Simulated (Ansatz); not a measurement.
# NaCSeN (built on the sites of a database entry of NaCNO): the cell at rest

Wanted: the relaxed cell of NaCSeN (built on the sites of a database entry of NaCNO).

Main program and level: Ansatz 0.2.0; DFT PBEsol, scalar-relativistic, plane waves, PAW.

The structure was built from a prototype and need not be the compound's stable phase.

## Step 1: Starting point

It takes space group R3m (No. 160, trigonal). Conventional cell: a = 3.798 Å, b = 3.798 Å, c = 16.041 Å, α = 90.00°, β = 90.00°, γ = 120.00°. Nearest to Na lie 3 Se at 2.60 Å and 3 N at 2.64 Å. Nearest to C lie 1 Se at 1.20 Å and 1 N at 1.28 Å. N has 1 C at 1.28 Å and 3 Na at 2.64 Å nearest. Nearest to Se lie 1 C at 1.20 Å and 3 Na at 2.60 Å. Farther neighbours and most contacts between anions are not listed.

## Step 2: A coarse first look

A quick single point on a coarse mesh tells whether the cell has a gap and how far it is from rest, which sets the k mesh and smearing that follow.

The input, input.yaml:

```yaml
crystal:
  lattice:
    - [1.89914, 1.09647, 5.34692]
    - [-1.89914, 1.09647, 5.34692]
    - [0.0, -2.19294, 5.34692]
  atoms:
    - { symbol: Na, position: [0.5, 0.5, 0.5] }
    - { symbol: C, position: [0.005, 0.005, 0.005] }
    - { symbol: "N", position: [0.925, 0.925, 0.925] }
    - { symbol: Se, position: [0.08, 0.08, 0.08] }
kpoints:
  mp_grid: { grid: [6, 6, 6] }
hamiltonian:
  xc: pbesol
scf:
  occupations: { method: gaussian, width: 0.1 }
output:
  forces: true
  stress: true
  eigenvalues: true
```

On the command line:

```bash
$ ansatz run input.yaml --threads 4 --pin off --max-ram 14336MiB --backend cpu --events-out ev --progress --plain --runs-dir out
```

Numbers of over 12 decimals in the logs are rounded to 6 here.

What it wrote:

```text
[...]
--- Band table (eV; the first three rows and the last of 32) ---
  k-point 0: bands = [... 13 lower, -0.8363, 1.4752, 4.7161, 4.7161, 8.3878, 10.4041, 10.4041, 10.6426]
  k-point 1: bands = [... 13 lower, -0.9141, 1.4401, 4.2957, 4.6092, 8.6320, 9.9572, 10.2872, 11.2163]
  k-point 2: bands = [... 13 lower, -1.0635, 1.3359, 3.6718, 4.4122, 7.9047, 9.9585, 10.1245, 12.0669]
  k-point 31: bands = [... 13 lower, -0.8774, 0.6180, 5.0185, 5.0185, 8.1901, 9.7602, 9.7602, 11.9855]
[key lines of the parts left out:]
SCF converged after 8 iterations
Free energy (F): -7511.504724 eV
Fermi energy:    6.231006 eV
P = ⅓ Tr σ = 72.6089 GPa (726.089 kbar)
```

Run time: 1.1 s. Hardware: 4 threads of Arm Neoverse V2, shared host; peak memory 0.38 GiB; 3.8 s of CPU time.

This step gave:

```
pressure           : 72.61 GPa
gap on the k-mesh  : 2.427 eV
volume per atom    : 16.70 Å³
direct gap on mesh : 3.125 eV
```

The coarse mesh shows a gap of 2.43 eV and a pressure of 72.6 GPa.

## Step 3: Coarse relaxation

A rough relaxation comes first, because large forces or stress need no tight tolerances yet.

Changes to input.yaml since step 2:

```diff
@@ -20 +20,6 @@
   eigenvalues: true
+relax:
+  adjacent_minimum: "off"
+  f_tol: 0.05
+  max_steps: 80
+  cell: { stress_tol: 0.5 }
```

What it wrote:

```text
[...]
Crystal: 4 atoms, lattice volume = 66.805 Å³
Basis set: ecut = 420 eV, 1301 PW (Γ), FFT grids on a1−a3, a2−a3, a3, exchange–correlation on 54×54×80 points (8 copies of the dense FFT grid, shifted against one another)
Bands: 21, of which v1, the nominal top of the filled ones, is band 17 counted from 1 (16 counted from 0)
Symmetry: 6 space group operations
[...]
cell:  # Å, volume = 85.8714 Å³
    - [2.094560, 1.209295, 5.650311]
    - [-2.094560, 1.209295, 5.650311]
    - [0, -2.418589, 5.650311]
  atoms:
    - { symbol: Na, position: [0.523243, 0.523243, 0.523243] }
    - { symbol: C, position: [-0.015736, -0.015736, -0.015736] }
    - { symbol: N, position: [0.914081, 0.914081, 0.914081] }
    - { symbol: Se, position: [0.088411, 0.088411, 0.088411] }
[key lines of the parts left out:]
SCF converged after 6 iterations
Free energy (F): -7525.725140 eV
Fermi energy:    4.036604 eV
P = ⅓ Tr σ = 0.0203 GPa (0.203 kbar)
```

Elapsed: 14 s, on 4 threads; peak memory 0.46 GiB.

Step by step:

| step | energy less that of the first step (eV) | largest force component (eV/Å) | pressure (GPa) | volume (Å³) |
| --- | --- | --- | --- | --- |
| 1 | 0.0000 | 79.9905 | 72.61 | 66.80 |
| 2 | -12.1757 | 18.1386 | 20.91 | 70.07 |
| 3 | -13.5041 | 7.7650 | 11.00 | 74.45 |
| 4 | -14.0476 | 2.6849 | 3.85 | 79.02 |
| 5 | -14.1412 | 0.9341 | 0.72 | 81.40 |
| 6 | -14.1549 | 0.1774 | 0.20 | 81.84 |
| 7 | -14.1559 | 0.0232 | 0.03 | 82.00 |
| 8* | -14.2094 | 0.0454 | 0.71 | 82.00 |
| 9 | -14.2136 | 0.1113 | -0.10 | 85.71 |
| 10 | -14.2141 | 0.0140 | -0.03 | 85.87 |
| 11* | -14.2204 | 0.0148 | 0.02 | 85.87 |

Relaxation steps marked * repeat the geometry before them on a plane-wave basis chosen anew for their cell, so energy and pressure can jump there.

The run keeps the 6 symmetry operations that it works with, so distortions that break them were not tested.

| conventional cell, symmetrised | before | after | change |
| --- | --- | --- | --- |
| a (Å) | 3.798 | 4.189 | +10.3 % |
| b (Å) | 3.798 | 4.189 | +10.3 % |
| c (Å) | 16.041 | 16.951 | +5.7 % |
| volume (Å³/atom) | 16.70 | 21.47 | +28.5 % |

The atoms that moved most (Å, as changes of fractional coordinates times the final cell):

| atom | dx | dy | dz | length |
| --- | --- | --- | --- | --- |
| Na1 | 0.000 | 0.000 | 0.394 | 0.394 |
| C2 | 0.000 | 0.000 | -0.351 | 0.351 |
| N3 | 0.000 | 0.000 | -0.185 | 0.185 |
| Se4 | 0.000 | 0.000 | 0.143 | 0.143 |

Final coordinates:

```xyz
4
Lattice="2.0946 1.2093 5.6503 -2.0946 1.2093 5.6503 0.0000 -2.4186 5.6503" Properties=species:S:1:pos:R:3 pbc="T T T"
Na    0.0000    0.0000    8.8695
C     0.0000    0.0000   -0.2667
N     0.0000    0.0000   15.4945
Se    0.0000    0.0000    1.4987
```

This step gave:

```yaml
pressure: 0.02034 GPa
gap_on_the_k_mesh: 3.063 eV
volume_per_atom: 21.47 Å³
direct_gap_on_mesh: 3.329 eV
```

In this step the volume went from 16.70 to 21.47 Å³/atom.

## Step 4: Bringing the structure to rest

Harmonic phonons are second derivatives at a point where the forces vanish, and they are wanted at zero stress, so atoms and cell are relaxed first.

The input, input.yaml:

```yaml
crystal:
  lattice:
    - [2.094559801, 1.2092946649, 5.6503114803]
    - [-2.094559801, 1.2092946649, 5.6503114803]
    - [0.0, -2.4185893299, 5.6503114803]
  atoms:
    - { symbol: Na, position: [0.523243481, 0.523243481, 0.523243481] }
    - { symbol: C, position: [-0.0157355396, -0.0157355396, -0.0157355396] }
    - { symbol: "N", position: [0.9140808301, 0.9140808301, 0.9140808301] }
    - { symbol: Se, position: [0.0884112285, 0.0884112285, 0.0884112285] }
kpoints:
  mp_grid: { grid: [6, 6, 6] }
hamiltonian:
  xc: pbesol
scf:
  occupations: { method: gaussian, width: 0.02 }
output:
  forces: true
  stress: true
  eigenvalues: true
relax:
  adjacent_minimum: "off"
  f_tol: 0.005
  max_steps: 80
  cell: { stress_tol: 0.05 }
```

What it wrote:

```text
[...]
Crystal: 4 atoms, lattice volume = 85.871 Å³
Basis set: ecut = 420 eV, 1663 PW (Γ), FFT grids on a1−a3, a2−a3, a3, exchange–correlation on 60×60×90 points (8 copies of the dense FFT grid, shifted against one another)
Bands: 21, of which v1, the nominal top of the filled ones, is band 17 counted from 1 (16 counted from 0)
[... 1 set-up line as in the run before ...]
[...]
k-points: 32 of 216 (time reversal used)
[...]
SCF iter   1: F=—  HF=-7525.725189 eV  |F-HF|=—  |Δ(HF+E_count)|=         —  Δρ=3.46e-3  dr2=8.16e-3  ethr=1.77e-3  ⟨swp⟩=6.1  Hψ=3232  notcnv=0
[...]
SCF iter   8: F=-7525.725140 eV  HF=-7525.725140 eV  |F-HF|=8.97e-9  |Δ(HF+E_count)|=   1.80e-7  Δρ=3.10e-6  dr2=9.94e-9  ethr=2.94e-10  ⟨swp⟩=5.4  Hψ=2674  notcnv=0
SCF 1 converged in 8 iterations: F = -7525.725140 eV  dr2 = 9.94e-9
[...]
relax step   1: F+E_penalty+E_count = -7525.72513956 eV  Δ(F+E_penalty+E_count) = +0.000e0 eV  max|allowed force component| = 1.469e-2 eV/Å  Δτ_max = 0.0000 Å  P = +0.020 GPa  Ω = 85.871 Å³  (8 SCF iters, dr2 threshold 1.00e-7 eV, accepted)
Crystal: 4 atoms, lattice volume = 86.048 Å³
[...]
SCF iter   6: F=-7525.725093 eV  HF=-7525.725093 eV  |F-HF|=3.11e-9  |Δ(HF+E_count)|=   4.23e-8  Δρ=1.51e-6  dr2=1.85e-9  ethr=9.99e-11  ⟨swp⟩=4.6  Hψ=2377  notcnv=0
SCF 2 converged in 6 iterations: F = -7525.725093 eV  dr2 = 1.85e-9
relax step   2: F+E_penalty+E_count = -7525.72509263 eV  Δ(F+E_penalty+E_count) = +4.693e-5 eV  max|allowed force component| = 4.127e-3 eV/Å  Δτ_max = 0.0019 Å  P = +0.021 GPa  Ω = 86.048 Å³  energy of the carried Pulay correction = -2.000e-4 eV  (6 SCF iters, dr2 threshold 3.40e-8 eV, accepted)
Crystal: 4 atoms, lattice volume = 86.299 Å³
[...]
SCF iter   9: F=-7525.724884 eV  HF=-7525.724884 eV  |F-HF|=1.46e-11  |Δ(HF+E_count)|=  4.77e-10  Δρ=9.22e-8  dr2=8.23e-12  ethr=1.00e-12  ⟨swp⟩=4.9  Hψ=2409  notcnv=0
SCF 3 converged in 9 iterations: F = -7525.724884 eV  dr2 = 8.23e-12
relax step   3: F+E_penalty+E_count = -7525.72488386 eV  Δ(F+E_penalty+E_count) = +2.088e-4 eV  max|allowed force component| = 2.411e-2 eV/Å  Δτ_max = 0.0044 Å  P = +0.007 GPa  Ω = 86.299 Å³  energy of the carried Pulay correction = -4.839e-4 eV  (9 SCF iters, accepted)
[...]
relax step   4: F+E_penalty+E_count = -7525.72487491 eV  Δ(F+E_penalty+E_count) = +8.955e-6 eV  max|allowed force component| = 8.022e-3 eV/Å  Δτ_max = 0.0004 Å  P = +0.007 GPa  Ω = 86.310 Å³  energy of the carried Pulay correction = -4.964e-4 eV  (4 SCF iters, dr2 threshold 3.63e-8 eV, accepted)
[...]
relax step   5: F+E_penalty+E_count = -7525.72485957 eV  Δ(F+E_penalty+E_count) = +1.534e-5 eV  max|allowed force component| = 2.133e-4 eV/Å  Δτ_max = 0.0005 Å  P = -0.001 GPa  Ω = 86.324 Å³  energy of the carried Pulay correction = -5.128e-4 eV  (5 SCF iters, dr2 threshold 4.02e-9 eV, accepted)
[...]
SCF iter   8: F=-7525.725636 eV  HF=-7525.725636 eV  |F-HF|=2.55e-11  |Δ(HF+E_count)|=  7.19e-11  Δρ=8.20e-8  dr2=8.14e-12  ethr=1.00e-12  ⟨swp⟩=4.7  Hψ=2266  notcnv=0
SCF 6 converged in 8 iterations: F = -7525.725636 eV  dr2 = 8.14e-12
relax step   6: F+E_penalty+E_count = -7525.72563601 eV  Δ(F+E_penalty+E_count) = -7.764e-4 eV  max|allowed force component| = 4.356e-4 eV/Å  Δτ_max = 0.0000 Å  P = +0.010 GPa  Ω = 86.324 Å³  stress off target by 2.88e-2 GPa  SCF on the basis re-selected at this cell (its energy is not comparable with the rows above)  (8 SCF iters)
[...]
SCF converged after 8 iterations
Free energy (F): -7525.725636 eV
[...]
Internal energy: -7525.725636 eV  (E = F + TS)
E sigma→0 (E₀):  -7525.725636 eV
Fermi energy:    3.986298 eV
[...]
--- Forces (eV/Å), atoms counted from 1 ---
  atom   1  Na     0.00000000    -0.00000000     0.00005574
  atom   2  C      0.00000000     0.00000000    -0.00023506
  atom   3  N      0.00000000    -0.00000000     0.00043606
  atom   4  Se     0.00000000     0.00000000    -0.00025504
  max |Σ_I F_I| component: 1.70e-6 eV/Å
--- Stress (GPa, compression-positive) ---
        0.028810       0.000000      -0.000000
        0.000000       0.028810       0.000000
       -0.000000       0.000000      -0.026252
  P = ⅓ Tr σ = 0.0105 GPa (0.105 kbar)
--- Band table (eV; the first three rows and the last of 32) ---
  k-point 0: bands = [... 13 lower, -1.5312, -1.3820, 2.1768, 2.1768, 5.5249, 7.2580, 7.4252, 7.4252]
  k-point 1: bands = [... 13 lower, -1.5617, -1.4347, 1.7919, 2.0658, 5.7944, 7.0629, 7.4336, 7.8290]
  k-point 2: bands = [... 13 lower, -1.6215, -1.5520, 1.2296, 1.8607, 5.8161, 6.9866, 7.4437, 8.6089]
  k-point 31: bands = [... 13 lower, -1.5869, -1.5869, 2.4476, 2.4476, 6.3973, 6.8939, 6.8939, 7.8064]
--- Relaxed structure (5 steps of the walk, 5 accepted, 1 SCFs on fresh bases) ---
[...]
cell:  # Å, volume = 86.3244 Å³
    - [2.103154, 1.214257, 5.633790]
    - [-2.103154, 1.214257, 5.633790]
    - [-7.345187254837749e-19, -2.428513, 5.633790]
  atoms:
    - { symbol: Na, position: [0.522967, 0.522967, 0.522967] }
    - { symbol: C, position: [-0.015686, -0.015686, -0.015686] }
    - { symbol: N, position: [0.913942, 0.913942, 0.913942] }
    - { symbol: Se, position: [0.088777, 0.088777, 0.088777] }
```

Elapsed: 7.8 s, on 4 threads; peak memory 0.46 GiB.

Relaxation path:

| step | energy less that of the first step (eV) | largest force component (eV/Å) | pressure (GPa) | volume (Å³) |
| --- | --- | --- | --- | --- |
| 1 | 0.0000 | 0.0147 | 0.02 | 85.87 |
| 2 | 0.0000 | 0.0041 | 0.02 | 86.05 |
| 3 | 0.0003 | 0.0241 | 0.01 | 86.30 |
| 4 | 0.0003 | 0.0080 | 0.01 | 86.31 |
| 5 | 0.0003 | 0.0002 | 0.00 | 86.32 |
| 6* | -0.0005 | 0.0004 | 0.01 | 86.32 |

Relaxation steps marked * repeat the geometry before them on a plane-wave basis chosen anew for their cell, so energy and pressure can jump there.

The run keeps the 6 symmetry operations that it works with, so distortions that break them were not tested.

| conventional cell, symmetrised | before | after | change |
| --- | --- | --- | --- |
| a (Å) | 4.189 | 4.206 | +0.4 % |
| b (Å) | 4.189 | 4.206 | +0.4 % |
| c (Å) | 16.951 | 16.901 | -0.3 % |
| volume (Å³/atom) | 21.47 | 21.58 | +0.5 % |

The relaxed structure:

```xyz
4
Lattice="2.1032 1.2143 5.6338 -2.1032 1.2143 5.6338 0.0000 -2.4285 5.6338" Properties=species:S:1:pos:R:3 pbc="T T T"
Na    0.0000    0.0000    8.8389
C     0.0000    0.0000   -0.2651
N     0.0000    0.0000   15.4469
Se    0.0000    0.0000    1.5005
```

Numbers from this step:

- pressure: 0.01046 GPa
- gap on the k-mesh: 3.077 eV
- volume per atom: 21.58 Å³
- direct gap on mesh: 3.348 eV

In this step the volume went from 21.47 to 21.58 Å³/atom.

## Step 5: Relaxing to small forces for the phonons

Phonons need a cell at rest on their own settings, so the relaxation is repeated with tight tolerances on forces and stress on the k mesh and occupations of the first response run.

The input, input.yaml:

```yaml
crystal:
  lattice:
    - [2.1031541806, 1.2142566323, 5.6337904604]
    - [-2.1031541806, 1.2142566323, 5.6337904604]
    - [0.0, -2.4285132647, 5.6337904604]
  atoms:
    - { symbol: Na, position: [0.5229669698, 0.5229669698, 0.5229669698] }
    - { symbol: C, position: [-0.0156858088, -0.0156858088, -0.0156858088] }
    - { symbol: "N", position: [0.913941915, 0.913941915, 0.913941915] }
    - { symbol: Se, position: [0.0887769241, 0.0887769241, 0.0887769241] }
kpoints:
  mp_grid: { grid: [6, 6, 6] }
hamiltonian:
  xc: pbesol
scf:
  occupations: { method: fixed }
output:
  forces: true
  stress: true
  eigenvalues: true
relax:
  adjacent_minimum: "off"
  f_tol: 0.001
  max_steps: 60
  cell: { stress_tol: 0.01 }
```

What it wrote:

```text
[...]
Crystal: 4 atoms, lattice volume = 86.324 Å³
Basis set: ecut = 420 eV, 1675 PW (Γ), FFT grids on a1−a3, a2−a3, a3, exchange–correlation on 60×60×90 points (8 copies of the dense FFT grid, shifted against one another)
Bands: 21, of which v1, the nominal top of the filled ones, is band 17 counted from 1 (16 counted from 0)
[... 1 set-up line as in the run before ...]
[...]
cell:  # Å, volume = 86.4759 Å³
    - [2.106265, 1.216053, 5.627017]
    - [-2.106265, 1.216053, 5.627017]
    - [-2.659032711134943e-19, -2.432106, 5.627017]
  atoms:
    - { symbol: Na, position: [0.522886, 0.522886, 0.522886] }
    - { symbol: C, position: [-0.015678, -0.015678, -0.015678] }
    - { symbol: N, position: [0.913869, 0.913869, 0.913869] }
    - { symbol: Se, position: [0.088923, 0.088923, 0.088923] }
[key lines of the parts left out:]
SCF converged after 7 iterations
Free energy (F): -7525.725642 eV
Fermi energy:    2.428754 eV
P = ⅓ Tr σ = 0.0031 GPa (0.031 kbar)
```

The job ended after 7.5 s (4 threads; peak memory 0.46 GiB; 27 s of CPU time).

Relaxation path:

| step | energy less that of the first step (eV) | largest force component (eV/Å) | pressure (GPa) | volume (Å³) |
| --- | --- | --- | --- | --- |
| 1 | 0.0000 | 0.0004 | 0.01 | 86.32 |
| 2 | 0.0001 | 0.0017 | 0.01 | 86.37 |
| 3 | 0.0002 | 0.0085 | 0.00 | 86.47 |
| 4 | 0.0002 | 0.0028 | 0.00 | 86.47 |
| 5 | 0.0002 | 0.0001 | 0.00 | 86.48 |
| 6* | 0.0000 | 0.0002 | 0.00 | 86.48 |

Relaxation steps marked * repeat the geometry before them on a plane-wave basis chosen anew for their cell, so energy and pressure can jump there.

The run keeps the 6 symmetry operations that it works with, so distortions that break them were not tested.

| conventional cell, symmetrised | before | after | change |
| --- | --- | --- | --- |
| a (Å) | 4.206 | 4.213 | +0.1 % |
| b (Å) | 4.206 | 4.213 | +0.1 % |
| c (Å) | 16.901 | 16.881 | -0.1 % |
| volume (Å³/atom) | 21.58 | 21.62 | +0.2 % |

The relaxed structure:

```xyz
4
Lattice="2.1063 1.2161 5.6270 -2.1063 1.2161 5.6270 0.0000 -2.4321 5.6270" Properties=species:S:1:pos:R:3 pbc="T T T"
Na    0.0000    0.0000    8.8269
C     0.0000    0.0000   -0.2647
N     0.0000    0.0000   15.4271
Se    0.0000    0.0000    1.5011
```

This step gave:

```
pressure           : 0.003118 GPa
gap on the k-mesh  : 3.082 eV
volume per atom    : 21.62 Å³
direct gap on mesh : 3.355 eV
```

The largest force component left is 0.17 meV/Å and the pressure is 0.003 GPa, within the tolerances set. The cell now holds 21.62 Å³/atom.

## Step 6: What came out

| Quantity | Value |
| --- | --- |
| space group after relaxation (within 0.01 Å) | R3m |
| lattice constant a | 4.213 Å |
| lattice constant b | 4.213 Å |
| lattice constant c | 16.881 Å |
| volume per atom | 21.6 Å³ |
| gap on the k-mesh | 3.08 eV |

What this shows: The largest force component left is 0.17 meV/Å and the pressure is 0.003 GPa, within the tolerances set. The cell now holds 21.62 Å³/atom. The relaxation keeps the symmetry of its start, so it says nothing on stability against lower symmetry. The starting cell was built on a prototype and not taken from a measurement, so the phase need not exist.

[Logs are printed without paths, hosts, clocks, repeated set-up lines and the standing remarks that a program may print on its own settings, such as how far it seeks lower states.]

[Hosts, paths, dates, database ids (printed as entryN), source tags and the programs' standing remarks are cut or masked in the printed files.]
